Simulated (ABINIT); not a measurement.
**Optical response of HfO2**

Wanted: where HfO2 starts to absorb, how strongly, and its refractive index.

Calculated with ABINIT 10.8.3; DFT, LDA, plane waves with norm-conserving potentials (PseudoDojo 0.4.1), scalar-relativistic, independent-particle linear optical response without local fields.

## 1. Starting point

The structure is cubic, space group Fm-3m (No. 225). Conventional cell: a = 5.115 Å, b = 5.115 Å, c = 5.115 Å, α = 90.00°, β = 90.00°, γ = 90.00°. Nearest to Hf lie 8 O at 2.21 Å. O has 4 Hf at 2.21 Å nearest. Farther neighbours and most contacts between anions are not listed.

## 2. Ground state, bands and velocity matrix elements

The self-consistent density comes first; it also tells whether there is a gap, which decides the occupations and the need for a Drude term.

This step: DFT, LDA, plane waves with norm-conserving potentials (PseudoDojo 0.4.1), scalar-relativistic, ground state, bands at fixed density and velocity matrix elements (ABINIT 10.8.3).

run.abi reads:

```
# ground state, bands on a dense mesh, and the derivatives d/dk of the wave functions
ndtset 3

ngkpt1 8 8 8
shiftk1 0.0 0.0 0.0
tolvrs1 1.0d-12
nband1 16
prtden1 1

iscf2 -2
getden2 1
ngkpt2 11 11 11
shiftk2 0.0 0.0 0.0
kptopt2 1
nband2 28
nbdbuf2 4
tolwfr2 1.0d-14

optdriver3 8
wfk_task3 "wfk_ddk"
prtevk3 1
getwfk3 2
getden3 1
iscf3 -2
ngkpt3 11 11 11
shiftk3 0.0 0.0 0.0
kptopt3 1
nband3 28

nshiftk 1
occopt 3
tsmear 0.001837
ecut 45.0
nstep 80
iomode 3
chksymbreak 0
chkprim 0
chksymtnons 0
acell 3*1.0 Angstrom
rprim
  0.000000000000 2.557500000000 2.557500000000
  2.557500000000 0.000000000000 2.557500000000
  2.557500000000 2.557500000000 0.000000000000
natom 3
ntypat 2
znucl 72 8
typat 1 2 2
xred
  0.000000000000 0.000000000000 0.000000000000
  0.750000000000 0.750000000000 0.750000000000
  0.250000000000 0.250000000000 0.250000000000
pseudos "Hf.upf, O.upf"
```

Launch:

```sh
$ mpirun -n 4 abinit run.abi
```

Numbers of over 12 decimals in the logs are rounded to 6 here.

The program printed:

```text
DATASET    1 : space group Fm -3 m (#225); Bravais cF (face-center cubic)
 DATASET    2 : space group Fm -3 m (#225); Bravais cF (face-center cubic)
 DATASET    3 : space group Fm -3 m (#225); Bravais cF (face-center cubic)
            ngfft          45      45      45
                         0.04688    0.04688    0.04688    0.04688    0.04688    0.02344
                         0.01172    0.04688    0.04688    0.04688    0.02344    0.01172
                         0.04688    0.02344    0.00586    0.04688    0.09375    0.04688
                         0.04688    0.09375    0.04688    0.02344    0.01172
                         0.00451    0.01803    0.01803    0.01803    0.01803    0.01803
                         0.01803    0.01803    0.01803    0.00902    0.00451    0.01803
                         0.01803    0.01803    0.01803    0.01803    0.01803    0.00902
                         0.00451    0.01803    0.01803    0.01803    0.01803    0.00902
                         0.00451    0.01803    0.01803    0.00902    0.00451    0.00902
                         0.01803    0.03606    0.03606    0.03606    0.01803    0.03606
                         0.03606    0.03606    0.03606    0.01803    0.01803    0.03606
                         0.00451    0.01803    0.01803    0.01803    0.01803    0.01803
                         0.01803    0.01803    0.01803    0.00902    0.00451    0.01803
                         0.01803    0.01803    0.01803    0.01803    0.01803    0.00902
                         0.00451    0.01803    0.01803    0.01803    0.01803    0.00902
                         0.00451    0.01803    0.01803    0.00902    0.00451    0.00902
                         0.01803    0.03606    0.03606    0.03606    0.01803    0.03606
[...]
== DATASET  1 ==================================================================
 Real(R)+Recip(G) space primitive vectors, cartesian coordinates (Bohr,Bohr^-1):
 R(1)=  0.0000000  4.8329746  4.8329746  G(1)= -0.1034560  0.1034560  0.1034560
 R(2)=  4.8329746  0.0000000  4.8329746  G(2)=  0.1034560 -0.1034560  0.1034560
 R(3)=  4.8329746  4.8329746  0.0000000  G(3)=  0.1034560  0.1034560 -0.1034560
 Unit cell volume ucvol=  2.2577379E+02 bohr^3
 Angles (23,13,12)=  6.00000000E+01  6.00000000E+01  6.00000000E+01 degrees
 getcut: wavevector=  0.0000  0.0000  0.0000  ngfft=  45  45  45
     iter   Etot(hartree)      deltaE(h)  residm     vres2
 ETOT  1  -89.381559780887    -8.938E+01 1.807E-01 1.890E+03
 ETOT  2  -89.065246177561     3.163E-01 3.210E-02 3.502E+03
 ETOT  3  -89.692692906448    -6.274E-01 9.384E-03 6.728E+01
 ETOT  4  -89.702259670203    -9.567E-03 3.611E-03 3.541E-01
 ETOT  5  -89.702279775816    -2.011E-05 1.049E-03 2.717E-01
 ETOT  6  -89.702312376933    -3.260E-05 1.658E-03 3.248E-03
 ETOT  7  -89.702313001670    -6.247E-07 4.388E-04 6.068E-04
 ETOT  8  -89.702313060045    -5.837E-08 6.665E-04 5.766E-07
 ETOT  9  -89.702313060144    -9.926E-11 1.597E-04 9.565E-08
 ETOT 10  -89.702313060151    -7.148E-12 2.385E-04 1.702E-10
 ETOT 11  -89.702313060154    -2.871E-12 1.267E-04 6.002E-12
 ETOT 12  -89.702313060151     3.482E-12 1.112E-04 3.181E-14
 At SCF step   12       vres2   =  3.18E-14 < tolvrs=  1.00E-12 =>converged.
 Cartesian components of stress tensor (hartree/bohr^3)
  sigma(1 1)=  7.46991895E-04  sigma(3 2)=  0.00000000E+00
  sigma(2 2)=  7.46991895E-04  sigma(3 1)=  0.00000000E+00
  sigma(3 3)=  7.46991895E-04  sigma(2 1)=  0.00000000E+00
 Mean square residual over all n,k,spin=   87.107E-08; max=  11.117E-05
 Fermi (or HOMO) energy (hartree) =   0.35432   Average Vxc (hartree)=  -0.46183
 Eigenvalues (hartree) for nkpt=  29  k points:
 kpt#   1, nband= 16, wtk=  0.00195, kpt=  0.0000  0.0000  0.0000 (reduced coord)
  -1.97767   -0.81930   -0.81930   -0.81930   -0.40075   -0.28840    0.07798    0.07798
   0.07798    0.24820    0.24820    0.24820    0.40594    0.40594    0.47205    0.64022
   2.00000    2.00000    2.00000    2.00000    2.00000    2.00000    2.00000    2.00000
   2.00000    2.00000    2.00000    2.00000    0.00000    0.00000    0.00000    0.00000
kinetic             :  3.65237202418989E+01
hartree             :  1.39396752072035E+01
xc                  : -2.24205110501448E+01
Ewald energy        : -6.72333630699203E+01
psp_core            :  3.66627896583652E+00
local_psp           : -5.13402775711965E+01
non_local_psp       : -2.83783578382816E+00
internal            : -8.97023130601508E+01
'-kT*entropy'       : -3.00454856580923E-15
total_energy        : -8.97023130601508E+01
total_energy_eV     : -2.44092428783767E+03
 Cartesian components of stress tensor (hartree/bohr^3)
  sigma(1 1)=  7.46991895E-04  sigma(3 2)=  0.00000000E+00
  sigma(2 2)=  7.46991895E-04  sigma(3 1)=  0.00000000E+00
  sigma(3 3)=  7.46991895E-04  sigma(2 1)=  0.00000000E+00
-Cartesian components of stress tensor (GPa)         [Pressure= -2.1977E+01 GPa]
== DATASET  2 ==================================================================
 Real(R)+Recip(G) space primitive vectors, cartesian coordinates (Bohr,Bohr^-1):
 R(1)=  0.0000000  4.8329746  4.8329746  G(1)= -0.1034560  0.1034560  0.1034560
 R(2)=  4.8329746  0.0000000  4.8329746  G(2)=  0.1034560 -0.1034560  0.1034560
 R(3)=  4.8329746  4.8329746  0.0000000  G(3)=  0.1034560  0.1034560 -0.1034560
 Unit cell volume ucvol=  2.2577379E+02 bohr^3
 Angles (23,13,12)=  6.00000000E+01  6.00000000E+01  6.00000000E+01 degrees
 getcut: wavevector=  0.0000  0.0000  0.0000  ngfft=  45  45  45
 Mean square residual over all n,k,spin=   45.098E-16; max=  99.906E-16
 Eigenvalues (hartree) for nkpt=  56  k points:
 kpt#   1, nband= 28, wtk=  0.00075, kpt=  0.0000  0.0000  0.0000 (reduced coord)
  -1.97767   -0.81930   -0.81930   -0.81930   -0.40075   -0.28840    0.07798    0.07798
   0.07798    0.24820    0.24820    0.24820    0.40594    0.40594    0.47205    0.64022
   0.64022    0.64022    0.77390    0.77390    0.77390    1.01178    1.16778    1.16778
   1.28335    1.28336    1.28336    1.31102
== DATASET  3 ==================================================================
            ngfft          45      45      45
[...]
0.04688    0.09375    0.04688    0.02344    0.01172
[...]
0.03606    0.03606    0.03606    0.01803    0.01803    0.03606
                         0.00451    0.01803    0.01803    0.01803    0.01803    0.01803
                         0.01803    0.01803    0.01803    0.00902    0.00451    0.01803
                         0.01803    0.01803    0.01803    0.01803    0.01803    0.00902
                         0.00451    0.01803    0.01803    0.01803    0.01803    0.00902
                         0.00451    0.01803    0.01803    0.00902    0.00451    0.00902
                         0.01803    0.03606    0.03606    0.03606    0.01803    0.03606
                         0.03606    0.03606    0.03606    0.01803    0.01803    0.03606
[shortened to cell, iterations, levels, energies and stress; the echo of variables, forces, comments, warnings and credits are left out]
```

Wall time 1.7 min (4 MPI ranks of Arm Neoverse N1, shared host); peak memory 0.12 GiB.

Read-outs, printed or worked out from the files:

* total energy: -89.70 Ha
* gap on the k-mesh: 3.633 eV
* direct gap on the mesh: 3.716 eV

There is a gap, 3.63 eV on this mesh (points off the mesh can give less), so no carriers' term is needed.

## 3. Optical response

With the density converged, the vertical transitions are summed over the zone.

This step: DFT, LDA, plane waves with norm-conserving potentials (PseudoDojo 0.4.1), scalar-relativistic, independent-particle linear optical response without local fields (ABINIT 10.8.3).

optic.abi reads:

```
&FILES
 ddkfile_1 = 'runo_DS3_1_EVK.nc',
 ddkfile_2 = 'runo_DS3_2_EVK.nc',
 ddkfile_3 = 'runo_DS3_3_EVK.nc',
 wfkfile = 'runo_DS2_WFK.nc'
/
&PARAMETERS
 broadening = 0.001470,
 domega = 0.0014700,
 maxomega = 0.58799,
 scissor = 0.0,
 tolerance = 0.002,
 nband_sum = 24
/
&COMPUTATIONS
 num_lin_comp = 1,
 lin_comp = 11,
 num_nonlin_comp = 0,
 num_linel_comp = 0,
 num_nonlin2_comp = 0
/
```

Launch:

```sh
$ optic optic.abi
```

The program printed:

```text

 OPTIC has originally been developed by
 S. Sharma, J. K. Dewhurst and C. Ambrosch-Draxl, Phys. Rev. B 67, 165332 (2003), and
 S. Sharma and C. Ambrosch-Draxl, Physica Scripta T 109 (2004).

 rprimd(bohr)      =   0.00000   4.83297   4.83297
                       4.83297   0.00000   4.83297
                       4.83297   4.83297   0.00000
 natom             =       3
 nkpt,mband        =      56      28
 ecut              =  45.00000 Ha
 newocc: new Fermi energy is       0.328903 , with nelect=     24.000000, Number of bisection calls: 4
 Fermi level: 8.9499  (eV)

 fermie            =   0.32890 Ha   8.94990 eV
 Scissor shift     =   0.00000 Ha
 Tolerance on closeness to singularities     =   0.00200 Ha
 Smearing factor      =   0.00147 Ha
 Will use the antiresonant approximation (meaning that the antiresonant terms are neglected)
 Will not perform the bands decomposition
 linear coeffs to be calculated :
 11
 non-linear coeffs to be calculated :

 electronic part of electro-optic coeffs to be calculated :

 non-linear coeffs (V2) to be calculated :

 linear optic matrix elements will be printed :0
 optic : Call pmat2cart
 No scissor shift to be applied. Returning to main optic routine.
 optic : Call linopt
  linopt            1           1
 calculated the component:           1           1   of dielectric function
  with broadening:         (0.000000,1.46999999999999995E-003)
 and scissors shift:   0.000000
 energy window:   86.645990      eV   3.184181      Ha
 optic : Call nlinopt
 optic : Call linelop
 optic : Call nonlinopt

================================================================================

 Calculation completed.
-
program: optic
version: 10.8.3
start_datetime:
end_datetime:
overall_cpu_time:           0.2
overall_wall_time:           0.2
mpi_procs: 1
omp_threads: 1
...
```

Elapsed: 0.74 s, on 1 thread; peak memory 0.05 GiB.

Read-outs, printed or worked out from the files:

```
electronic dielectric constant ε∞, mean over x, y and z (by symmetry where fewer were run) : 5.335
```

The Im ε, E ∥ x has structure finer than the step of the table below, so its rows give means over 0.5 eV, whole bins alone (the curve runs from 0.0400 to 15.9 eV). Peaks (eV: height): 7.24: 10.2, 7.52: 13.4, 7.84: 11.4, 8.12: 11.8, 8.40: 10.2, 8.64: 11.9, 9.00: 11.5.

Sum at mesh points, not converged in k; values under the direct gap are tails of Lorentzian lines. Table of Im ε, E ∥ x by photon energy; means over each step:

photon energy (eV), Im ε, E ∥ x and a bar:
```
      0.5        0.0 
      1.0        0.0 
      1.5        0.0 
      2.0        0.0 
      2.5        0.0 
      3.0        0.0 
      3.5        0.1 
      4.0        0.2 #
      4.5        2.1 #######
      5.0        4.1 ############
      5.5        3.7 ###########
      6.0        3.8 ############
      6.5        5.4 ################
      7.0        6.1 ###################
      7.5        8.8 ###########################
      8.0        9.1 ############################
      8.5        9.9 ##############################
      9.0        9.7 ##############################
      9.5        6.3 ###################
     10.0        4.3 #############
     10.5        3.8 ############
     11.0        3.6 ###########
     11.5        3.8 ###########
     12.0        2.4 #######
     12.5        1.6 #####
     13.0        1.3 ####
     13.5        1.5 #####
     14.0        1.5 #####
     14.5        1.2 ####
     15.0        0.6 ##
     15.5        0.5 ##
```

The reflectivity at normal incidence, E ∥ x has structure finer than the step of the table below, so its rows give means over 0.5 eV, whole bins alone (the curve runs from 0.0400 to 15.9 eV). Peaks (eV: height): 9.20: 51.8, 9.72: 54.3, 10.12: 51.4, 12.08: 51.9, 12.32: 51.3, 12.60: 46.7, 12.92: 44.6.

Sum at mesh points, not converged in k. Table of reflectivity at normal incidence, E ∥ x by photon energy; means over each step:

photon energy (eV), reflectivity at normal incidence, E ∥ x (%) and a bar from the least value:
```
      0.5       15.7 ###
      1.0       15.9 ###
      1.5       16.2 ###
      2.0       16.7 ####
      2.5       17.3 ####
      3.0       18.3 #####
      3.5       19.7 ######
      4.0       22.3 ########
      4.5       26.7 ############
      5.0       25.5 ###########
      5.5       23.9 ##########
      6.0       25.1 ###########
      6.5       28.3 #############
      7.0       28.8 ##############
      7.5       34.2 ##################
      8.0       35.3 ###################
      8.5       37.7 #####################
      9.0       44.9 ###########################
      9.5       48.3 ##############################
     10.0       42.0 #########################
     10.5       36.9 #####################
     11.0       32.8 #################
     11.5       39.4 #######################
     12.0       47.8 ##############################
     12.5       42.3 #########################
     13.0       33.7 ##################
     13.5       25.5 ###########
     14.0       24.1 ##########
     14.5       34.3 ##################
     15.0       31.3 ################
     15.5       12.2
```

The loss function −Im 1/ε at q → 0, E ∥ x has structure finer than the step of the table below, so its rows give means over 0.5 eV, whole bins alone (the curve runs from 0.0400 to 15.9 eV). Peaks (eV: height): 13.32: 0.828, 14.56: 0.954, 15.16: 2.33, 15.44: 2.04, 15.56: 2.58, 15.84: 1.55.

Sum at mesh points, not converged in k; values under the direct gap are tails of Lorentzian lines. The loss function −Im 1/ε at q → 0, E ∥ x by energy loss; means over each step:

```csv
energy loss (eV),"loss function −Im 1/ε at q → 0, E ∥ x"
1.0,2.1e-4
1.5,3.3e-4
2.0,4.6e-4
2.5,6.2e-4
3.0,8.3e-4
3.5,0.00118
4.0,0.00260
4.5,0.0219
5.0,0.0567
5.5,0.0606
6.0,0.0532
6.5,0.0581
7.0,0.0706
7.5,0.0741
8.0,0.0928
8.5,0.0935
9.0,0.0997
9.5,0.129
10.0,0.193
10.5,0.234
11.0,0.265
11.5,0.223
12.0,0.241
12.5,0.387
13.0,0.580
13.5,0.614
14.0,0.635
14.5,0.667
15.0,1.37
15.5,1.56
```

Optical constants at common wavelengths, from n + ik = √ε:

```csv
wavelength (nm),n,k,R (%),1/α
1550,2.32,0.001,15.8,118 µm
633,2.38,0.003,16.6,17 µm
450,2.46,0.005,17.8,6.8 µm
405,2.50,0.007,18.4,4.8 µm
365,2.57,0.009,19.3,3.2 µm
308,2.79,0.025,22.3,998 nm
248,2.91,0.850,27.3,23 nm
```

Below the direct gap, k and the depth come from the tails of the Lorentzian lines, not from transitions.

Rows near the edge hang on the gap, which this functional as a rule makes too small, and phonon-assisted absorption is left out.

## 4. Summary of results

```json
{
 "electronic dielectric constant ε∞, mean over x, y and z (by symmetry where fewer were run) (independent particles)": "5.33"
}
```

In words: At this level (LDA, independent particles) HfO2 has ε∞ = 5.33 and n = 2.32 at 1550 nm. On the mesh the gap is 3.63 eV and the least direct gap 3.72 eV, so on this mesh the band edges lie at different points. Excitons and phonon-assisted transitions are missing, and so are local fields; LDA gaps are as a rule too small, which pulls the onset down and ε∞ up. Spin-orbit coupling is left out although heavy atoms are present. The sum runs over mesh points 0.19 Å⁻¹ apart with no interpolation, so peaks are partly noise of the mesh and static values carry its error.

[Logs are printed without paths, hosts, clocks, repeated set-up lines and the standing remarks that a program may print on its own settings, such as how far it seeks lower states.]

[Hosts, paths, dates, database ids (printed as entryN), source tags and the programs' standing remarks are cut or masked in the printed files.]
